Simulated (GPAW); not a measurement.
## Na/Al(110): work function by functional and basis

Wanted: work functions and dipole of Na/Al(110), with the cost of each level.

Calculated with GPAW 26.7.0; GPAW, PAW setups; slab in vacuum, relaxation, in the first sound run; inputs show where later runs differ.

**1. Set-up**

The cell holds 6 atoms: 5 Al and 1 Na. Cell: a = 4.050 Å, b = 2.864 Å, c = 25.439 Å, α = 90.0°, β = 90.0°, γ = 90.0°. Vacuum lies along c.

As a file:

```
Al Na
1.0
     4.05000    0.00000    0.00000
     0.00000    2.86378    0.00000
     0.00000    0.00000   25.43936
Al Na
5 1
Cartesian
  0.0000 0.0000 9.0000
  2.0250 1.4319 10.4319
  0.0000 0.0000 11.8638
  2.0250 1.4319 13.2957
  0.0000 0.0000 14.7276
  2.0250 1.4319 16.4394
```

**2. Relaxation**

Forces are removed first; all later runs use this geometry. The lowest 3 atoms are held at bulk positions and keep their forces.

Input file run.py:

```python
import json
import numpy as np
from ase import Atoms
from ase.constraints import FixAtoms
from ase.optimize import BFGS
from gpaw import GPAW, PW

slab = Atoms(
    ['Al', 'Al', 'Al', 'Al', 'Al', 'Na'],
    positions=[
        [0.00000, 0.00000, 9.00000],
        [2.02500, 1.43189, 10.43189],
        [0.00000, 0.00000, 11.86378],
        [2.02500, 1.43189, 13.29567],
        [0.00000, 0.00000, 14.72756],
        [2.02500, 1.43189, 16.43936]],
    cell=[[4.05, 0.0, 0.0], [0.0, 2.86378, 0.0], [0.0, 0.0, 25.43936]],
    pbc=[True, True, False])

slab.calc = GPAW(mode=PW(400), xc='PBE', kpts={'size': (8, 11, 1), 'gamma': True},
                 occupations={'name': 'fermi-dirac', 'width': 0.1}, nbands='200%',
                 convergence={'density': 1e-05}, maxiter=200,
                 poissonsolver={'dipolelayer': 'xy'},
                 symmetry={'tolerance': 1e-3, 'extra_ids': [1, 1, 1, 0, 0, 0]}, txt='slab.txt')
result = {}
slab.set_constraint(FixAtoms([0, 1, 2]))
path = []
opt = BFGS(slab, maxstep=0.2)
opt.attach(lambda: path.append((slab.get_potential_energy(), slab.positions.tolist(), slab.get_forces().tolist())))
result['relaxed'] = bool(opt.run(fmax=0.03, steps=40))
result['path'] = path
energy = slab.get_potential_energy()
fermi = slab.calc.get_fermi_level()
v = slab.calc.get_electrostatic_potential().mean((0, 1)) - fermi
n = slab.calc.get_pseudo_density().mean((0, 1))
L = slab.cell[2, 2]
z = np.arange(len(v)) * L / len(v)
low, high = slab.positions[:, 2].min(), slab.positions[:, 2].max()
below, above = np.interp([low - 6.8, high + 6.8], z, v)
slopes = [np.interp(x, z, np.gradient(v, z)) for x in (low - 6.8, high + 6.8)]
eps = np.array([[slab.calc.get_eigenvalues(k, s) for k in range(len(slab.calc.get_ibz_k_points()))]
                for s in range(slab.calc.get_number_of_spins())]) - fermi
top, bottom = eps[eps < 0].max(), eps[eps > 0].min()
dipole = slab.get_dipole_moment()[2]
print(f'energy {energy:.4f} eV, Fermi level {fermi:.4f} eV, dipole {dipole:.5f} e A')
print(f'potential 6.8 A off the faces, from the Fermi level: lower {below:.4f} eV, upper {above:.4f} eV')
print(f'slope of the potential there: lower {slopes[0]:.5f}, upper {slopes[1]:.5f} eV/A')
print(f'nearest levels on the mesh: {top:.4f} and {bottom:.4f} eV')
print('magnetic moment', round(slab.get_magnetic_moment(), 3))
result.update(energy=energy, fermi=fermi, dipole=dipole, below=below, above=above, slopes=slopes, edges=[top, bottom],
              z=z.tolist(), v=v.tolist(), n=n.tolist(), positions=slab.positions.tolist(),
              forces=slab.get_forces(apply_constraint=False).tolist(), moments=slab.get_magnetic_moments().tolist())
json.dump(result, open('result.json', 'w'))
```

On the command line:

```
$ OMP_NUM_THREADS=1 OPENBLAS_NUM_THREADS=1 python run.py
```

Output:

```text
Step          Energy          fmax
BFGS:    0      -18.753076        0.602227
BFGS:    1      -18.761787        0.560823
BFGS:    2      -18.827531        0.137106
BFGS:    3      -18.828150        0.129221
BFGS:    4      -18.834044        0.124047
BFGS:    5      -18.835331        0.091361
BFGS:    6      -18.835862        0.115619
BFGS:    7      -18.836314        0.120915
BFGS:    8      -18.837383        0.115518
BFGS:    9      -18.838697        0.089143
BFGS:   10      -18.840151        0.056310
BFGS:   11      -18.840629        0.025502
energy -18.7957 eV, Fermi level -0.0146 eV, dipole 0.07573 e A
potential 6.8 A off the faces, from the Fermi level: lower 4.0339 eV, upper 2.8517 eV
slope of the potential there: lower -0.00004, upper 0.00021 eV/A
nearest levels on the mesh: -0.0274 and 0.0228 eV
magnetic moment 0.0
```

The job ended after 7.7 min (1 thread of Intel Xeon Platinum 8488C (Sapphire Rapids), shared host; peak memory 0.28 GiB).

Step by step:

```
step  energy less that of the first step (eV)  largest force (eV/Å)
   1                                   0.0000                0.6022
   2                                  -0.0087                0.5608
   3                                  -0.0750                0.1371
   4                                  -0.0756                0.1292
   5                                  -0.0813                0.1240
   6                                  -0.0825                0.0914
   7                                  -0.0828                0.1156
   8                                  -0.0831                0.1209
   9                                  -0.0837                0.1155
  10                                  -0.0845                0.0891
  11                                  -0.0852                0.0563
  12                                  -0.0854                0.0255
```

The atoms that moved most (Å):

```
atom     dx     dy      dz  length
 Na6  0.000  0.000   0.280   0.280
 Al5  0.000  0.000  -0.072   0.072
```

The relaxed structure:

```xyz
6
Lattice="4.0500 0.0000 0.0000 0.0000 2.8638 0.0000 0.0000 0.0000 25.4394" Properties=species:S:1:pos:R:3
Al    0.0000    0.0000    9.0000
Al    2.0250    1.4319   10.4319
Al    0.0000    0.0000   11.8638
Al    2.0250    1.4319   13.2935
Al    0.0000    0.0000   14.6555
Na    2.0250    1.4319   16.7194
```

This step gave:

```
dipole along the normal                    : 0.07573 e·Å
levels nearest the Fermi level on the mesh : -0.02736, 0.02275 eV from the Fermi level
upper work function                        : 2.852 eV
lower work function                        : 4.034 eV
```

The electrostatic potential energy of an electron (without an applied field's), less the Fermi level, planar mean oscillates, so the rows of the table below give means over windows of 0.5 Å about each position, cut where the curve ends. Its maxima inside the range that stand out by 2 % of the span (Å: eV): 2.44: 4.03, 9.75: -5.01, 11.13: -4.99, 12.61: -5.02, 13.99: -5.61, 15.79: 0.0987. Its minima: 9.01: -8.93, 10.39: -9.29, 11.87: -9.34, 13.25: -9.39, 14.63: -9.10, 16.75: -3.78.

The electrostatic potential energy of an electron (without an applied field's), less the Fermi level, planar mean by z; means over each step:

z (Å), electrostatic potential energy of an electron (without an applied field's), less the Fermi level, planar mean (eV) and a bar from the least value:
```
      0.0       3.66 #############################
      0.5       4.00 ##############################
      1.0       4.03 ##############################
      1.5       4.03 ##############################
      2.0       4.03 ##############################
      2.5       4.03 ##############################
      3.0       4.03 ##############################
      3.5       4.03 ##############################
      4.0       4.03 ##############################
      4.5       4.03 ##############################
      5.0       4.03 ##############################
      5.5       4.03 ##############################
      6.0       4.01 ##############################
      6.5       3.95 ##############################
      7.0       3.76 #############################
      7.5       3.14 ############################
      8.0       1.23 #######################
      8.5      -3.55 ############
      9.0      -8.28 #
      9.5      -6.02 ######
     10.0      -6.50 #####
     10.5      -8.70 
     11.0      -5.72 #######
     11.5      -6.99 ####
     12.0      -8.48 #
     12.5      -5.51 ########
     13.0      -7.55 ###
     13.5      -8.31 #
     14.0      -6.03 ######
     14.5      -8.33 #
     15.0      -5.80 #######
     15.5      -0.94 ##################
     16.0      -0.40 ####################
     16.5      -2.87 ##############
     17.0      -2.78 ##############
     17.5      -0.16 ####################
     18.0       1.39 ########################
     18.5       2.17 ##########################
     19.0       2.55 ##########################
     19.5       2.72 ###########################
     20.0       2.80 ###########################
     20.5       2.83 ###########################
     21.0       2.84 ###########################
     21.5       2.85 ###########################
     22.0       2.85 ###########################
     22.5       2.85 ###########################
     23.0       2.85 ###########################
     23.5       2.85 ###########################
     24.0       2.85 ###########################
     24.5       2.85 ###########################
     25.0       2.91 ###########################
```

The pseudo valence density, planar mean oscillates, so the rows of the table below give means over windows of 1 Å about each position, cut where the curve ends. Its maxima inside the range that stand out by 2 % of the span (Å: e/Å³): 9.8: 0.200, 11.2: 0.201, 12.5: 0.203, 14.0: 0.208, 16.7: 0.750. Its minima: 10.4: 0.150, 11.9: 0.148, 13.4: 0.155, 15.9: 0.0952.

Pseudo valence density, planar mean against z; means over each step:

```
z (Å)  pseudo valence density, planar mean (e/Å³)
    4                                      7.1e-6
    5                                      8.1e-5
    6                                      9.6e-4
    7                                      0.0105
    8                                      0.0684
    9                                       0.137
   10                                       0.182
   11                                       0.187
   12                                       0.174
   13                                       0.181
   14                                       0.190
   15                                       0.131
   16                                       0.194
   17                                       0.414
   18                                      0.0206
   19                                     0.00467
   20                                      9.9e-4
   21                                      1.8e-4
   22                                      3.2e-5
```

The relaxation lowered the energy of the cell by 0.0854 eV (energies extrapolated to zero smearing; the optimiser's log prints free energies). The largest force left on a free atom is 0.026 eV/Å.

**3. The slab's potential**

The work function is the vacuum plateau of the electrostatic potential less the Fermi level; a dipole layer lets the two faces have plateaus of their own.

This step: GPAW, PAW setups; slab in vacuum (GPAW 26.7.0).

Edit run.py of step 2 so:

```diff
@@ -3,4 +3,2 @@
 from ase import Atoms
-from ase.constraints import FixAtoms
-from ase.optimize import BFGS
 from gpaw import GPAW, PW
@@ -13,5 +11,5 @@
         [0.00000, 0.00000, 11.86378],
-        [2.02500, 1.43189, 13.29567],
-        [0.00000, 0.00000, 14.72756],
-        [2.02500, 1.43189, 16.43936]],
+        [2.02500, 1.43189, 13.29349],
+        [0.00000, -0.00000, 14.65554],
+        [2.02500, 1.43189, 16.71943]],
     cell=[[4.05, 0.0, 0.0], [0.0, 2.86378, 0.0], [0.0, 0.0, 25.43936]],
@@ -23,10 +21,4 @@
                  poissonsolver={'dipolelayer': 'xy'},
-                 symmetry={'tolerance': 1e-3, 'extra_ids': [1, 1, 1, 0, 0, 0]}, txt='slab.txt')
+                 symmetry={'tolerance': 1e-3}, txt='slab.txt')
 result = {}
-slab.set_constraint(FixAtoms([0, 1, 2]))
-path = []
-opt = BFGS(slab, maxstep=0.2)
-opt.attach(lambda: path.append((slab.get_potential_energy(), slab.positions.tolist(), slab.get_forces().tolist())))
-result['relaxed'] = bool(opt.run(fmax=0.03, steps=40))
-result['path'] = path
 energy = slab.get_potential_energy()
```

Output:

```text
energy -18.7957 eV, Fermi level -0.0146 eV, dipole 0.07573 e A
potential 6.8 A off the faces, from the Fermi level: lower 4.0340 eV, upper 2.8517 eV
slope of the potential there: lower -0.00004, upper 0.00021 eV/A
nearest levels on the mesh: -0.0274 and 0.0228 eV
magnetic moment 0.0
```

Elapsed: 53 s, on 1 thread; peak memory 0.27 GiB.

This step gave:

```
levels nearest the Fermi level on the mesh : -0.02737, 0.02276 eV from the Fermi level
```

The electrostatic potential energy of an electron (without an applied field's), less the Fermi level, planar mean oscillates, so the rows of the table below give means over windows of 0.5 Å about each position, cut where the curve ends. Its maxima inside the range that stand out by 2 % of the span (Å: eV): 2.65: 4.03, 9.75: -5.01, 11.13: -4.99, 12.61: -5.02, 13.99: -5.61, 15.79: 0.0987. Its minima: 9.01: -8.93, 10.39: -9.29, 11.87: -9.34, 13.25: -9.39, 14.63: -9.10, 16.75: -3.78.

The electrostatic potential energy of an electron (without an applied field's), less the Fermi level, planar mean by z; means over each step:

```
z (Å)  electrostatic potential energy of an electron (without an applied field's), less the Fermi level, planar mean (eV)
  0.0                                                                                                                3.66
  0.5                                                                                                                4.00
  1.0                                                                                                                4.03
  1.5                                                                                                                4.03
  2.0                                                                                                                4.03
  2.5                                                                                                                4.03
  3.0                                                                                                                4.03
  3.5                                                                                                                4.03
  4.0                                                                                                                4.03
  4.5                                                                                                                4.03
  5.0                                                                                                                4.03
  5.5                                                                                                                4.03
  6.0                                                                                                                4.01
  6.5                                                                                                                3.95
  7.0                                                                                                                3.76
  7.5                                                                                                                3.14
  8.0                                                                                                                1.23
  8.5                                                                                                               -3.55
  9.0                                                                                                               -8.28
  9.5                                                                                                               -6.02
 10.0                                                                                                               -6.50
 10.5                                                                                                               -8.70
 11.0                                                                                                               -5.72
 11.5                                                                                                               -6.99
 12.0                                                                                                               -8.48
 12.5                                                                                                               -5.51
 13.0                                                                                                               -7.55
 13.5                                                                                                               -8.31
 14.0                                                                                                               -6.03
 14.5                                                                                                               -8.33
 15.0                                                                                                               -5.80
 15.5                                                                                                              -0.936
 16.0                                                                                                              -0.403
 16.5                                                                                                               -2.87
 17.0                                                                                                               -2.78
 17.5                                                                                                              -0.162
 18.0                                                                                                                1.39
 18.5                                                                                                                2.17
 19.0                                                                                                                2.55
 19.5                                                                                                                2.72
 20.0                                                                                                                2.80
 20.5                                                                                                                2.83
 21.0                                                                                                                2.84
 21.5                                                                                                                2.85
 22.0                                                                                                                2.85
 22.5                                                                                                                2.85
 23.0                                                                                                                2.85
 23.5                                                                                                                2.85
 24.0                                                                                                                2.85
 24.5                                                                                                                2.85
 25.0                                                                                                                2.91
```

The pseudo valence density, planar mean oscillates, so the rows of the table below give means over windows of 1 Å about each position, cut where the curve ends. Its maxima inside the range that stand out by 2 % of the span (Å: e/Å³): 9.8: 0.200, 11.2: 0.201, 12.5: 0.203, 14.0: 0.208, 16.7: 0.750. Its minima: 10.4: 0.150, 11.9: 0.148, 13.4: 0.155, 15.9: 0.0952.

The pseudo valence density, planar mean by z; means over each step:

z (Å), pseudo valence density, planar mean (e/Å³) and a bar:
```
        4      0.000 
        5      0.000 
        6      0.001 
        7      0.010 #
        8      0.068 #####
        9      0.137 ##########
       10      0.182 #############
       11      0.187 ##############
       12      0.174 #############
       13      0.181 #############
       14      0.190 ##############
       15      0.131 ##########
       16      0.194 ##############
       17      0.414 ##############################
       18      0.021 #
       19      0.005 
       20      0.001 
       21      0.000 
       22      0.000
```

Force by atom:

```
atom  x (eV/Å)  y (eV/Å)  z (eV/Å)   size
 Al1     0.000     0.000     0.247  0.247
 Al2     0.000     0.000    -0.081  0.081
 Al3     0.000     0.000    -0.154  0.154
 Al4     0.000     0.000     0.006  0.006
 Al5     0.000     0.000    -0.025  0.025
 Na6     0.000     0.000     0.007  0.007
```

The potential is flat to 2.1e-4 eV/Å where it is read, so the vacuum is wide enough.

(Part 1 of 4 ends here.)

[Logs are printed without paths, hosts, clocks, repeated set-up lines and the standing remarks that a program may print on its own settings, such as how far it seeks lower states.]

[Hosts, paths, dates, database ids (printed as entryN), source tags and the programs' standing remarks are cut or masked in the printed files.]
